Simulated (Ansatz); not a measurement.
Consider CaMnO3 (cubic perovskite) (Pm-3m).

The structure was built from a prototype and need not be the compound's stable phase.

Symmetry: Pm-3m, No. 221, cubic system. Conventional cell: a = 3.640 Å, b = 3.640 Å, c = 3.640 Å, α = 90.00°, β = 90.00°, γ = 90.00°. Nearest to Ca lie 12 O at 2.57 Å. Nearest to Mn lie 6 O at 1.82 Å. Nearest to O lie 2 Mn at 1.82 Å and 4 Ca at 2.57 Å. Farther neighbours and most contacts between anions are not listed.

```
Ca Mn O
1.0
     0.00000   -3.63985    0.00000
     0.00000    0.00000    3.63985
    -3.63985    0.00000    0.00000
Ca Mn O
1 1 3
Direct
  0.00000 0.00000 0.00000
  0.50000 0.50000 0.50000
  0.50000 0.50000 0.00000
  0.50000 0.00000 0.50000
  0.00000 0.50000 0.50000
```

The structure was relaxed with LDA. The structure type comes from a generator and need not be one that this composition takes. The structure was generated from a model, not taken from a measurement. The runs that relaxed it are not among those shown. The program's search for lower electronic states was switched off, so nothing shows that the state found is the lowest. PAW set soft_2, made with PBE.

A constrained-RPA run (Ansatz 0.2.0; non-magnetic LDA; Mn d + anion p, bands v11 to c3, 4×4×4 mesh, medium accuracy) builds 14 functions on bands 13 eV wide, with 21.0 electrons in the window. The bare on-site interaction is 23.5 eV and the bare J 0.83 eV.

**Question.** Estimate U, U′ and J.

On the Mn d shell, U = 10.80 eV (46 % of the bare value), U′ = 9.41 eV, J = 0.69 eV.

The parent state is non-magnetic and the interaction static (zero frequency); U depends on the window and the orbitals, so it belongs to this model alone. A window that holds the anion p bands defines a model with explicit ligands; its U belongs to that model and is not the U of DFT+U.

[Paths, hosts, dates, memory and timing lines, banners, echoed tables and standing remarks are left out of the program output.]

[Logs are printed without paths, hosts, clocks, repeated set-up lines and the standing remarks that a program may print on its own settings, such as how far it seeks lower states.]

[Runs of the session that timed out or met a known fault of the program may be left out.]

[Hosts, paths, dates, database ids (printed as entryN), source tags and the programs' standing remarks are cut or masked in the printed files.]
